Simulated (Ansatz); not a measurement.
# Changed inputs in constrained RPA: SrAgO3 (cubic perovskite) (Pm-3m), part 2 of 2

Wanted: the sensitivity and cost of U and J for SrAgO3 (cubic perovskite) (Pm-3m).

Ansatz 0.2.0; constrained RPA on LDA, plane waves, PAW.

So far. Step 3 (Changed: 2×2×2 mesh): On the Ag d shell, screening brings the on-site interaction from 19.8 eV down to U = 8.91 eV. Step 4 (Changed: accuracy low): On the Ag d shell, screening brings the on-site interaction from 19.7 eV down to U = 8.86 eV.

The structure was built from a prototype and need not be the compound's stable phase.

## 6. Changed: PBEsol

This step: constrained RPA on PBEsol, plane waves, PAW.

File input.yaml:

```yaml
crystal:
  lattice:
    - [0.0, -3.96201303, 0.0]
    - [0.0, 0.0, 3.96201303]
    - [-3.96201303, 0.0, 0.0]
  atoms:
    - { symbol: Sr, position: [0.0, 0.0, 0.0] }
    - { symbol: Ag, position: [0.5, 0.5, 0.5] }
    - { symbol: O, position: [0.5, 0.5, 0.0] }
    - { symbol: O, position: [0.5, 0.0, 0.5] }
    - { symbol: O, position: [0.0, 0.5, 0.5] }
kpoints:
  mp_grid: { grid: [6, 6, 6] }
hamiltonian:
  xc: pbesol
scf:
  occupations: { method: gaussian, width: 0.08 }
  n_extra_bands: 19
  max_iter: 150
  lower_state_search: "off"
output:
  crpa:
    kmesh: [4, 4, 4]
    target_bands: [v13, c1]
    projections: [{ species: Ag, l: d, shell: 4 }, { species: O, l: p, shell: 2 }]
```

Run with:

```sh
ansatz run input.yaml --threads 4 --pin off --max-ram 9216MiB --backend cpu --events-out ev --progress --plain --runs-dir out
```

Numbers of over 12 decimals in the logs are rounded to 6 here.

The program printed:

```text
[...]
Crystal: 5 atoms, lattice volume = 62.194 Å³
Basis set: ecut = 420 eV, 1213 PW (Γ)
Bands: 43, of which v1, the nominal top of the filled ones, is band 24 counted from 1 (23 counted from 0)
Symmetry: 48 space group operations
[...]
k-points: 20 of 216
[...]
screened: U = 7.4479 eV, U' = 6.0399 eV, J = 0.7026 eV
      screened, to within: U = 1.3e-2 eV, U' = 1.3e-2 eV, J = 1.1e-3 eV
      bare: V = 18.8057 eV, V' = 17.0059 eV, J = 0.8979 eV
    Site 4, 2P, 3 of 3 p orbitals (Wannier functions 12, 13, 14; wannier90's mr 1, 2, 3):
      screened: U = 7.4479 eV, U' = 6.0399 eV, J = 0.7026 eV
      screened, to within: U = 1.3e-2 eV, U' = 1.3e-2 eV, J = 1.1e-3 eV
      bare: V = 18.8057 eV, V' = 17.0059 eV, J = 0.8979 eV
[...]
[key lines of the parts left out:]
SCF converged after 6 iterations
Free energy (F): -12694.763258 eV
Fermi energy:    10.494903 eV
```

Run time: 1.9 min. Hardware: 4 threads of Intel Xeon Platinum 8488C (Sapphire Rapids), shared host; peak memory 0.79 GiB; 6.9 min of CPU time.

Numbers from this step:

```
U                                                 : 8.991 eV
U prime (inter-orbital)                           : 7.782 eV
J                                                 : 0.6054 eV
bare V                                            : 19.78 eV
bare J                                            : 0.7666 eV
stated bound on U                                 : 0.02835 eV
U over bare V                                     : 0.4546
electrons in the window                           : 25.00
head of the constrained inverse dielectric matrix : 0.3536
least eigenvalue of the projection's overlap      : 0.7514
target functions                                  : 14
bands in the sums                                 : 50
width of the target bands                         : 11.34 eV
weight of the projected orbitals in the window    : 0.9508
```

On the Ag d shell, screening brings the on-site interaction from 19.8 eV down to U = 8.99 eV.

## 7. Changed: volume +6 %

This step: constrained RPA on LDA, plane waves, PAW.

The cell differs from the one that the last finished run ended in (a 3.962 → 4.040 Å, b 3.962 → 4.040 Å, c 3.962 → 4.040 Å).

input.yaml: that of step 6 with these lines changed.

```diff
@@ -2,5 +2,5 @@
   lattice:
-    - [0.0, -3.96201303, 0.0]
-    - [0.0, 0.0, 3.96201303]
-    - [-3.96201303, 0.0, 0.0]
+    - [0.0, -4.039719288, 0.0]
+    - [0.0, 0.0, 4.039719288]
+    - [-4.039719288, 0.0, 0.0]
   atoms:
@@ -14,3 +14,3 @@
 hamiltonian:
-  xc: pbesol
+  xc: lda
 scf:
@@ -25 +25,6 @@
     projections: [{ species: Ag, l: d, shell: 4 }, { species: O, l: p, shell: 2 }]
+  local_orbitals:
+    kmesh: [8, 8, 8]
+    orbitals: [{ species: Ag, l: d, shell: 4 }, { species: O, l: p, shell: 2 }]
+    window: { bands: [v13, c1] }
+    seedname: lo
```

The program printed:

```text
[...]
Crystal: 5 atoms, lattice volume = 65.926 Å³
Basis set: ecut = 420 eV, 1309 PW (Γ)
Bands: 43, of which v1, the nominal top of the filled ones, is band 24 counted from 1 (23 counted from 0)
Symmetry: 48 space group operations
[...]
k-points: 20 of 216
[...]
screened: U = 7.3643 eV, U' = 5.9658 eV, J = 0.6962 eV
      screened, to within: U = 1.4e-2 eV, U' = 1.4e-2 eV, J = 1.1e-3 eV
      bare: V = 18.7317 eV, V' = 16.9432 eV, J = 0.8905 eV
    Site 4, 2P, 3 of 3 p orbitals (Wannier functions 12, 13, 14; wannier90's mr 1, 2, 3):
      screened: U = 7.3643 eV, U' = 5.9658 eV, J = 0.6962 eV
      screened, to within: U = 1.4e-2 eV, U' = 1.4e-2 eV, J = 1.1e-3 eV
      bare: V = 18.7317 eV, V' = 16.9432 eV, J = 0.8905 eV
[...]
[key lines of the parts left out:]
SCF converged after 6 iterations
Free energy (F): -12566.222824 eV
Fermi energy:    9.231942 eV
```

Wall time 2.1 min (4 threads); peak memory 0.81 GiB.

This step gave:

```yaml
u: 8.963 eV
u_prime_inter_orbital: 7.757 eV
j: 0.6035 eV
bare_v: 19.73 eV
bare_j: 0.7645 eV
stated_bound_on_u: 0.03240 eV
u_over_bare_v: 0.4543
electrons_in_the_window: 25.00
head_of_the_constrained_inverse_dielectric_matrix: 0.3567
least_eigenvalue_of_the_projection_s_overlap: 0.7463
target_functions: 14
bands_in_the_sums: 50
r_m_s_miss_of_the_model_bands: 1.13e-4 eV
width_of_the_target_bands: 10.51 eV
weight_of_the_projected_orbitals_in_the_window: 0.9524
```

On the Ag d shell, screening brings the on-site interaction from 19.7 eV down to U = 8.96 eV.

## 8. Side by side

Times are wall times on 4 threads of Intel Xeon Platinum 8488C (Sapphire Rapids), shared host, good to a factor of about two.

```
          run  bare V (eV)  U (eV)  J (eV)  bound on U (eV)  width (eV)     time
target window        19.74   8.927   0.603           0.0282       11.32  1.8 min
   2×2×2 mesh        19.84   8.912   0.604           0.0232       11.32     12 s
 accuracy low        19.74   8.863   0.601           0.2782       11.32     54 s
       PBEsol        19.78   8.991   0.605           0.0284       11.34  1.9 min
  volume +6 %        19.73   8.963   0.603           0.0324       10.51  2.1 min
```

## 9. Outcome

| Property | Result |
| --- | --- |
| target window | U 8.93 eV, J 0.60 eV |
| 2×2×2 mesh | U 8.91 eV, J 0.60 eV |
| accuracy low | U 8.86 eV, J 0.60 eV |
| PBEsol | U 8.99 eV, J 0.61 eV |
| volume +6 % | U 8.96 eV, J 0.60 eV |

**Reading.** 2×2×2 mesh moves U by −0.01 eV (within the solver's bounds, for the mean over orbitals) at 0.11 times the time. Accuracy low moves U by −0.06 eV (within the solver's bounds, for the mean over orbitals) at 0.50 times the time. PBEsol moves U by +0.06 eV. Volume +6 % moves U by +0.04 eV (within the solver's bounds, for the mean over orbitals). The printed bound covers the solver alone, not the mesh, and no denser mesh than the base was run. The parent state is non-magnetic and the interaction static (zero frequency); U depends on the window and the orbitals, so it belongs to this model alone. A window that holds the anion p bands defines a model with explicit ligands; its U belongs to that model and is not the U of DFT+U.

[Paths, hosts, dates, memory and timing lines, banners, echoed tables and standing remarks are left out of the program output.]

[Logs are printed without paths, hosts, clocks, repeated set-up lines and the standing remarks that a program may print on its own settings, such as how far it seeks lower states.]

[Runs of the session that timed out or met a known fault of the program may be left out.]

[Hosts, paths, dates, database ids (printed as entryN), source tags and the programs' standing remarks are cut or masked in the printed files.]
